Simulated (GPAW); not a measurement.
# S/W(110): simulated STM images

Wanted: filled- and empty-state images of S/W(110), with its work function.

Calculated with GPAW 26.7.0; GPAW, PAW setups; slab in vacuum, relaxation, in the first sound run; inputs show where later runs differ.

## 1. Set-up

The cell holds 5 atoms: 4 W and 1 S. Its edges and angles: a = 2.737 Å, b = 2.737 Å, c = 25.019 Å, α = 90.0°, β = 90.0°, γ = 70.5°. Vacuum lies along c.

Coordinates:

```cif
data_structure
_symmetry_space_group_name_H-M 'P 1'
_symmetry_Int_Tables_number 1
_cell_length_a 2.7366
_cell_length_b 2.7366
_cell_length_c 25.0192
_cell_angle_alpha 90.000
_cell_angle_beta 90.000
_cell_angle_gamma 70.529
_cell_volume 176.66
loop_
_atom_site_label
_atom_site_type_symbol
_atom_site_fract_x
_atom_site_fract_y
_atom_site_fract_z
_atom_site_occupancy
W1 W 0.00000 0.00000 0.31975 1
W2 W 0.50000 0.50000 0.40906 1
W3 W 0.00000 0.00000 0.49837 1
W4 W 0.50000 0.50000 0.58768 1
S5 S 0.00000 0.00000 0.68025 1
```

## 2. Relaxation

Forces are removed first; all later runs use this geometry. The lowest 2 atoms are held at bulk positions and keep their forces.

File run.py:

```python
import json
import numpy as np
from ase import Atoms
from ase.constraints import FixAtoms
from ase.optimize import BFGS
from gpaw import GPAW, PW

slab = Atoms(
    ['W', 'W', 'W', 'W', 'S'],
    positions=[
        [0.00000, 0.00000, 8.00000],
        [2.23446, -0.00000, 10.23446],
        [0.00000, 0.00000, 12.46891],
        [2.23446, -0.00000, 14.70337],
        [0.00000, 0.00000, 17.01923]],
    cell=[[2.23446, -1.58, 0.0], [2.23446, 1.58, 0.0], [0.0, 0.0, 25.01923]],
    pbc=[True, True, False])

slab.calc = GPAW(mode=PW(400), xc='PBE', kpts={'size': (12, 12, 1), 'gamma': True},
                 occupations={'name': 'fermi-dirac', 'width': 0.1}, nbands='160%',
                 convergence={'density': 1e-05}, maxiter=200,
                 poissonsolver={'dipolelayer': 'xy'},
                 symmetry={'tolerance': 1e-3, 'extra_ids': [1, 1, 0, 0, 0]}, txt='slab.txt')
result = {}
slab.set_constraint(FixAtoms([0, 1]))
path = []
opt = BFGS(slab, maxstep=0.2)
opt.attach(lambda: path.append((slab.get_potential_energy(), slab.positions.tolist(), slab.get_forces().tolist())))
result['relaxed'] = bool(opt.run(fmax=0.03, steps=40))
result['path'] = path
energy = slab.get_potential_energy()
fermi = slab.calc.get_fermi_level()
v = slab.calc.get_electrostatic_potential().mean((0, 1)) - fermi
n = slab.calc.get_pseudo_density().mean((0, 1))
L = slab.cell[2, 2]
z = np.arange(len(v)) * L / len(v)
low, high = slab.positions[:, 2].min(), slab.positions[:, 2].max()
below, above = np.interp([low - 5.8, high + 5.8], z, v)
slopes = [np.interp(x, z, np.gradient(v, z)) for x in (low - 5.8, high + 5.8)]
eps = np.array([[slab.calc.get_eigenvalues(k, s) for k in range(len(slab.calc.get_ibz_k_points()))]
                for s in range(slab.calc.get_number_of_spins())]) - fermi
top, bottom = eps[eps < 0].max(), eps[eps > 0].min()
dipole = slab.get_dipole_moment()[2]
print(f'energy {energy:.4f} eV, Fermi level {fermi:.4f} eV, dipole {dipole:.5f} e A')
print(f'potential 5.8 A off the faces, from the Fermi level: lower {below:.4f} eV, upper {above:.4f} eV')
print(f'slope of the potential there: lower {slopes[0]:.5f}, upper {slopes[1]:.5f} eV/A')
print(f'nearest levels on the mesh: {top:.4f} and {bottom:.4f} eV')
print('magnetic moment', round(slab.get_magnetic_moment(), 3))
result.update(energy=energy, fermi=fermi, dipole=dipole, below=below, above=above, slopes=slopes, edges=[top, bottom],
              z=z.tolist(), v=v.tolist(), n=n.tolist(), positions=slab.positions.tolist(),
              forces=slab.get_forces(apply_constraint=False).tolist(), moments=slab.get_magnetic_moments().tolist())
json.dump(result, open('result.json', 'w'))
```

Launch:

```sh
$ OMP_NUM_THREADS=1 OPENBLAS_NUM_THREADS=1 python run.py
```

Output:

```text
Step          Energy          fmax
BFGS:    0      -47.808593        1.433797
BFGS:    1      -47.864124        1.459493
BFGS:    2      -48.270151        0.544695
BFGS:    3      -48.260488        0.963565
BFGS:    4      -48.279982        0.309115
BFGS:    5      -48.282429        0.281608
BFGS:    6      -48.294844        0.407403
BFGS:    7      -48.297285        0.400182
BFGS:    8      -48.315756        0.024231
energy -48.2606 eV, Fermi level 3.6192 eV, dipole 0.02334 e A
potential 5.8 A off the faces, from the Fermi level: lower 4.8838 eV, upper 4.2878 eV
slope of the potential there: lower -0.00012, upper 0.00013 eV/A
nearest levels on the mesh: -0.0014 and 0.0163 eV
magnetic moment 0.0
```

The job ended after 19 min (1 thread of Intel Xeon Platinum 8488C (Sapphire Rapids), shared host; peak memory 0.31 GiB).

Relaxation path:

```tsv
step	energy less that of the first step (eV)	largest force (eV/Å)
1	0.0000	1.4338
2	-0.0543	1.4595
3	-0.4664	0.5447
4	-0.4582	0.9636
5	-0.4771	0.3091
6	-0.4795	0.2816
7	-0.4919	0.4074
8	-0.4944	0.4002
9	-0.5140	0.0242
```

The atoms that moved most (Å):

```tsv
atom	dx	dy	dz	length
S5	0.000	0.000	-0.393	0.393
W4	0.000	0.000	0.073	0.073
W3	0.000	0.000	0.020	0.020
```

The relaxed structure:

```cif
data_structure
_symmetry_space_group_name_H-M 'P 1'
_symmetry_Int_Tables_number 1
_cell_length_a 2.7366
_cell_length_b 2.7366
_cell_length_c 25.0192
_cell_angle_alpha 90.000
_cell_angle_beta 90.000
_cell_angle_gamma 70.529
_cell_volume 176.66
loop_
_atom_site_label
_atom_site_type_symbol
_atom_site_fract_x
_atom_site_fract_y
_atom_site_fract_z
_atom_site_occupancy
W1 W 0.00000 0.00000 0.31975 1
W2 W 0.50000 0.50000 0.40906 1
W3 W 0.00000 0.00000 0.49916 1
W4 W 0.50000 0.50000 0.59059 1
S5 S 0.00000 0.00000 0.66454 1
```

This step gave:

```
dipole along the normal                    : 0.02334 e·Å
levels nearest the Fermi level on the mesh : -0.001441, 0.01629 eV from the Fermi level
upper work function                        : 4.288 eV
lower work function                        : 4.884 eV
```

The electrostatic potential energy of an electron (without an applied field's), less the Fermi level, planar mean oscillates, so the rows of the table below give means over windows of 2.29 Å about each position, cut where the curve ends. Its maxima inside the range that stand out by 2 % of the span (Å: eV): 9.1: -2.76, 11.4: -2.70, 13.7: -2.54, 15.8: -5.52. Its minima: 8.0: -29.3, 10.2: -29.8, 12.5: -29.8, 14.8: -30.2, 16.6: -25.1.

Table of electrostatic potential energy of an electron (without an applied field's), less the Fermi level, planar mean by z; means over each step:

```tsv
z (Å)	electrostatic potential energy of an electron (without an applied field's), less the Fermi level, planar mean (eV)
1.15	4.86
3.44	4.88
5.72	4.01
8.02	-13.9
10.30	-14.4
12.59	-14.4
14.88	-15.4
17.18	-7.68
19.46	4.25
21.75	4.29
24.04	4.30
```

Pseudo valence density, planar mean against z:

```tsv
z (Å)	pseudo valence density, planar mean (e/Å³)
4.0	1.5e-4
4.5	5.1e-4
5.0	0.00170
5.5	0.00595
6.0	0.0196
6.5	0.0619
7.0	0.208
7.5	0.770
8.0	1.78
8.5	0.804
9.0	0.371
9.5	0.499
10.0	1.47
10.5	1.38
11.0	0.469
11.5	0.364
12.0	0.839
12.5	1.84
13.0	0.787
13.5	0.352
14.0	0.451
14.5	1.35
15.0	1.50
15.5	0.526
16.0	0.504
16.5	0.512
17.0	0.483
17.5	0.206
18.0	0.0470
18.5	0.00928
19.0	0.00182
19.5	3.9e-4
20.0	8.1e-5
```

The relaxation lowered the energy of the cell by 0.514 eV (energies extrapolated to zero smearing; the optimiser's log prints free energies). The largest force left on a free atom is 0.024 eV/Å.

## 3. The slab's potential

With the geometry fixed, the planar mean of the potential gives the vacuum level on each side.

This step: GPAW, PAW setups; slab in vacuum (GPAW 26.7.0).

Edit run.py of step 2 so:

```diff
@@ -3,4 +3,3 @@
 from ase import Atoms
-from ase.constraints import FixAtoms
-from ase.optimize import BFGS
+from ase.dft.stm import STM
 from gpaw import GPAW, PW
@@ -12,5 +11,5 @@
         [2.23446, -0.00000, 10.23446],
-        [0.00000, 0.00000, 12.46891],
-        [2.23446, -0.00000, 14.70337],
-        [0.00000, 0.00000, 17.01923]],
+        [0.00000, 0.00000, 12.48865],
+        [2.23446, -0.00000, 14.77615],
+        [0.00000, -0.00000, 16.62633]],
     cell=[[2.23446, -1.58, 0.0], [2.23446, 1.58, 0.0], [0.0, 0.0, 25.01923]],
@@ -22,10 +21,4 @@
                  poissonsolver={'dipolelayer': 'xy'},
-                 symmetry={'tolerance': 1e-3, 'extra_ids': [1, 1, 0, 0, 0]}, txt='slab.txt')
+                 symmetry={'tolerance': 1e-3}, txt='slab.txt')
 result = {}
-slab.set_constraint(FixAtoms([0, 1]))
-path = []
-opt = BFGS(slab, maxstep=0.2)
-opt.attach(lambda: path.append((slab.get_potential_energy(), slab.positions.tolist(), slab.get_forces().tolist())))
-result['relaxed'] = bool(opt.run(fmax=0.03, steps=40))
-result['path'] = path
 energy = slab.get_potential_energy()
@@ -51,2 +44,16 @@
               forces=slab.get_forces(apply_constraint=False).tolist(), moments=slab.get_magnetic_moments().tolist())
+
+# Images need the states of the whole zone, up to time reversal
+slab.calc = slab.calc.fixed_density(symmetry={'point_group': False}, txt='states.txt', nbands='280%',
+                                    convergence={'bands': 'CBM+2.3'})
+stm = STM(slab)
+result['stm'] = []
+for bias in [-1.5, 2.0]:
+    height = high + 3.5
+    current = stm.get_averaged_current(bias, height)
+    x, y, h = stm.scan(bias, current)
+    i, f = divmod(height / L * stm.ldos.shape[2], 1)
+    I = abs((1 - f) * stm.ldos[:, :, int(i)] + f * stm.ldos[:, :, int(i) + 1])
+    print(f'bias {bias} V: mean current at 3.5 A {current:.4e}, corrugation {np.ptp(h):.4f} A')
+    result['stm'].append(dict(bias=bias, current=current, h=(h - high).tolist(), I=I.tolist()))
 json.dump(result, open('result.json', 'w'))
```

Output:

```text
energy -48.2606 eV, Fermi level 3.6192 eV, dipole 0.02337 e A
potential 5.8 A off the faces, from the Fermi level: lower 4.8838 eV, upper 4.2878 eV
slope of the potential there: lower -0.00013, upper 0.00012 eV/A
nearest levels on the mesh: -0.0014 and 0.0163 eV
magnetic moment 0.0
bias -1.5 V: mean current at 3.5 A 6.8797e-06, corrugation 0.0616 A
bias 2.0 V: mean current at 3.5 A 6.6730e-05, corrugation 0.0119 A
```

Elapsed: 4.5 min, on 1 thread; peak memory 0.74 GiB.

Numbers from this step:

| Item | Value |
| --- | --- |
| dipole along the normal | 0.02337 e·Å |
| levels nearest the Fermi level on the mesh | -0.001418, 0.01629 eV from the Fermi level |
| corrugation -1.5 | 0.06165 Å |
| corrugation 2 | 0.01192 Å |

Table of electrostatic potential energy of an electron (without an applied field's), less the Fermi level, planar mean by z:

z (Å), electrostatic potential energy of an electron (without an applied field's), less the Fermi level, planar mean (eV) and a bar from the least value:
```
      0.0        4.6 ##############################
      0.5        4.9 ##############################
      1.0        4.9 ##############################
      1.5        4.9 ##############################
      2.0        4.9 ##############################
      2.5        4.9 ##############################
      3.0        4.9 ##############################
      3.5        4.9 ##############################
      4.0        4.9 ##############################
      4.5        4.9 ##############################
      5.0        4.8 ##############################
      5.5        4.7 ##############################
      6.0        4.3 #############################
      6.5        2.9 ############################
      7.0       -1.6 ########################
      7.5      -14.9 #############
      8.0      -29.2 
      8.5      -15.1 #############
      9.0       -3.2 #######################
      9.5       -7.6 ###################
     10.0      -25.7 ####
     10.5      -24.5 #####
     11.0       -7.0 ####################
     11.5       -3.4 #######################
     12.0      -15.8 ############
     12.5      -29.7 
     13.0      -15.0 #############
     13.5       -3.1 #######################
     14.0       -6.8 ####################
     14.5      -24.5 #####
     15.0      -26.6 ###
     15.5       -9.5 ##################
     16.0       -7.0 ####################
     16.5      -23.3 ######
     17.0      -12.6 ###############
     17.5        0.4 ##########################
     18.0        3.5 #############################
     18.5        4.1 #############################
     19.0        4.3 #############################
     19.5        4.3 #############################
     20.0        4.3 #############################
     20.5        4.3 #############################
     21.0        4.3 #############################
     21.5        4.3 #############################
     22.0        4.3 #############################
     22.5        4.3 #############################
     23.0        4.3 #############################
     23.5        4.3 #############################
     24.0        4.3 #############################
     24.5        4.3 #############################
```

Table of pseudo valence density, planar mean by z:

(Unchanged from step 2.)

Tip height over the top atom over a1 and a2. Sample bias -1.5 V, constant current at the mean current 3.5 Å over the top atom.

Values in Å, 14 rows by 14 columns:
```
3.530 3.530 3.525 3.518 3.511 3.503 3.497 3.495 3.497 3.502 3.508 3.515 3.521 3.526
3.524 3.525 3.521 3.514 3.506 3.498 3.493 3.492 3.496 3.499 3.502 3.508 3.515 3.521
3.518 3.518 3.514 3.508 3.501 3.492 3.486 3.485 3.489 3.493 3.496 3.501 3.508 3.515
3.512 3.511 3.506 3.501 3.495 3.488 3.481 3.479 3.481 3.486 3.491 3.496 3.502 3.508
3.504 3.503 3.498 3.492 3.488 3.483 3.478 3.476 3.477 3.480 3.486 3.493 3.499 3.502
3.498 3.497 3.493 3.486 3.481 3.478 3.474 3.474 3.476 3.477 3.481 3.489 3.496 3.497
3.495 3.495 3.492 3.485 3.479 3.476 3.474 3.472 3.474 3.476 3.479 3.485 3.492 3.495
3.498 3.497 3.496 3.489 3.481 3.477 3.476 3.474 3.474 3.478 3.481 3.486 3.493 3.497
3.504 3.502 3.499 3.493 3.486 3.480 3.477 3.476 3.478 3.483 3.488 3.492 3.498 3.503
3.512 3.508 3.502 3.496 3.491 3.486 3.481 3.479 3.481 3.488 3.495 3.501 3.506 3.511
3.518 3.515 3.508 3.501 3.496 3.493 3.489 3.485 3.486 3.492 3.501 3.508 3.514 3.518
3.524 3.521 3.515 3.508 3.502 3.499 3.496 3.492 3.493 3.498 3.506 3.514 3.521 3.525
3.530 3.526 3.521 3.515 3.508 3.502 3.497 3.495 3.497 3.503 3.511 3.518 3.525 3.530
3.533 3.530 3.524 3.518 3.512 3.504 3.498 3.495 3.498 3.504 3.512 3.518 3.524 3.530
```
Columns: a1 from 0 to 0.929; rows upwards: a2 from 0 to 0.929.

Local density of states summed over the bias window over a1 and a2. Sample bias -1.5 V, constant height 3.5 Å over the top atom.

Values in units of 1e-6 arbitrary, 14 rows by 14 columns:
```
7.5 7.5 7.4 7.2 7.1 6.9 6.8 6.8 6.8 6.9 7.0 7.2 7.3 7.4
7.4 7.4 7.3 7.1 7.0 6.8 6.8 6.7 6.8 6.9 6.9 7.0 7.2 7.3
7.2 7.2 7.1 7.0 6.9 6.7 6.6 6.6 6.7 6.8 6.8 6.9 7.0 7.2
7.1 7.1 7.0 6.9 6.8 6.7 6.6 6.5 6.6 6.6 6.7 6.8 6.9 7.0
7.0 6.9 6.8 6.7 6.7 6.6 6.5 6.5 6.5 6.6 6.6 6.8 6.9 6.9
6.8 6.8 6.8 6.6 6.6 6.5 6.5 6.5 6.5 6.5 6.6 6.7 6.8 6.8
6.8 6.8 6.7 6.6 6.5 6.5 6.5 6.4 6.5 6.5 6.5 6.6 6.7 6.8
6.8 6.8 6.8 6.7 6.6 6.5 6.5 6.5 6.5 6.5 6.6 6.6 6.8 6.8
7.0 6.9 6.9 6.8 6.6 6.6 6.5 6.5 6.5 6.6 6.7 6.7 6.8 6.9
7.1 7.0 6.9 6.8 6.7 6.6 6.6 6.5 6.6 6.7 6.8 6.9 7.0 7.1
7.2 7.2 7.0 6.9 6.8 6.8 6.7 6.6 6.6 6.7 6.9 7.0 7.1 7.2
7.4 7.3 7.2 7.0 6.9 6.9 6.8 6.7 6.8 6.8 7.0 7.1 7.3 7.4
7.5 7.4 7.3 7.2 7.0 6.9 6.8 6.8 6.8 6.9 7.1 7.2 7.4 7.5
7.6 7.5 7.4 7.2 7.1 7.0 6.8 6.8 6.8 7.0 7.1 7.2 7.4 7.5
```
Columns: a1 from 0 to 0.929; rows upwards: a2 from 0 to 0.929.

Tip height over the top atom over a1 and a2. Sample bias 2 V, constant current at the mean current 3.5 Å over the top atom.

Ten even steps from '0' (3.492 Å) to '9' (3.504 Å):
```
99987667899999
99986556788889
98875555567789
87655444456789
86554212345689
76554100134578
77654200024567
78754310014556
89865432124556
89876544445567
99877655555788
99888876556899
99999987667899
99998877788999
```
Columns: a1 from 0 to 0.929; rows upwards: a2 from 0 to 0.929.

Local density of states summed over the bias window over a1 and a2. Sample bias 2 V, constant height 3.5 Å over the top atom.

Ten even steps from '_' (6.57 × 1e-5 arbitrary) to '@' (6.73 × 1e-5 arbitrary):
```
@@@@@@%%##****####%%%%%%%%@@
@@@@@@##**++++**##%%%%####%%
%%%%####++==++++++**######%%
%%##**++==------====**##%%%%
##**++==--::..::::--==**%%%%
##**++++--..____..::==++####
####**++--::______::--++**##
######++==::..____..--++++**
##%%%%**==--::::..::--==++**
%%%%%%##**====------==++**##
%%%%######**++++++==++####%%
@@%%####%%%%##**++++**##@@@@
@@@@%%%%%%%%####****##%%@@@@
@@@@@@%%%%##########%%%%@@@@
```
Columns: a1 from 0 to 0.929; rows upwards: a2 from 0 to 0.929.

Force by atom:

```tsv
atom	x (eV/Å)	y (eV/Å)	z (eV/Å)	size
W1	0.000	0.000	0.464	0.464
W2	0.000	0.000	-0.491	0.491
W3	0.000	0.000	0.024	0.024
W4	0.000	0.000	-0.022	0.022
S5	0.000	0.000	0.024	0.024
```

The potential is flat to 1.3e-4 eV/Å where it is read, so the vacuum is wide enough.

## 4. A changed run

One more run, with changed settings.

Edit run.py of step 3 so:

```diff
@@ -3,3 +3,2 @@
 from ase import Atoms
-from ase.dft.stm import STM
 from gpaw import GPAW, PW
@@ -17,5 +16,5 @@
 
-slab.calc = GPAW(mode=PW(400), xc='PBE', kpts={'size': (12, 12, 1), 'gamma': True},
+slab.calc = GPAW(mode=PW(400), xc='pbe96', kpts={'size': (12, 12, 1), 'gamma': True},
                  occupations={'name': 'fermi-dirac', 'width': 0.1}, nbands='160%',
-                 convergence={'density': 1e-05}, maxiter=200,
+                 convergence={'density': 1e-05}, maxiter=50,
                  poissonsolver={'dipolelayer': 'xy'},
@@ -44,16 +43,2 @@
               forces=slab.get_forces(apply_constraint=False).tolist(), moments=slab.get_magnetic_moments().tolist())
-
-# Images need the states of the whole zone, up to time reversal
-slab.calc = slab.calc.fixed_density(symmetry={'point_group': False}, txt='states.txt', nbands='280%',
-                                    convergence={'bands': 'CBM+2.3'})
-stm = STM(slab)
-result['stm'] = []
-for bias in [-1.5, 2.0]:
-    height = high + 3.5
-    current = stm.get_averaged_current(bias, height)
-    x, y, h = stm.scan(bias, current)
-    i, f = divmod(height / L * stm.ldos.shape[2], 1)
-    I = abs((1 - f) * stm.ldos[:, :, int(i)] + f * stm.ldos[:, :, int(i) + 1])
-    print(f'bias {bias} V: mean current at 3.5 A {current:.4e}, corrugation {np.ptp(h):.4f} A')
-    result['stm'].append(dict(bias=bias, current=current, h=(h - high).tolist(), I=I.tolist()))
 json.dump(result, open('result.json', 'w'))
```

Output:

```text
NameError: Unknown functional: pbe96.
```

Elapsed: 0.78 s, on 1 thread; peak memory 0.1 GiB.

The program refused the input before any cycle.

The program's message: “NameError: Unknown functional: pbe96.”

The change that led to it: xc = "pbe96".

## 5. Summary of results

```yaml
work_function_upper_and_lower_face: 4.288 and 4.884 eV
dipole_along_the_normal: 0.0234 e Å
corrugation_at_minus_1p5_v: 0.0616 Å
corrugation_at_2_v: 0.0119 Å
```

The corrugation at constant current is largest at -1.5 V, where the tip height varies by 0.062 Å over the cell. Negative sample bias images filled states, positive bias empty ones. The two faces differ by 0.60 eV, the step that the slab's dipole makes (e p/(ε0 A) gives 0.60 eV), so the dipole layer is needed. The images are of Tersoff-Hamann type: an s-wave tip, no tip-sample forces, heights closer than in a microscope. The cell of 7.06 Å² holds one S, started on one chosen site; other sites and coverages weren't tried. The in-plane lattice was kept as typed, which isn't the functional's own and leaves some strain; spin-orbit coupling and temperature are left out.

[Logs are printed without paths, hosts, clocks, repeated set-up lines and the standing remarks that a program may print on its own settings, such as how far it seeks lower states.]

[Hosts, paths, dates, database ids (printed as entryN), source tags and the programs' standing remarks are cut or masked in the printed files.]
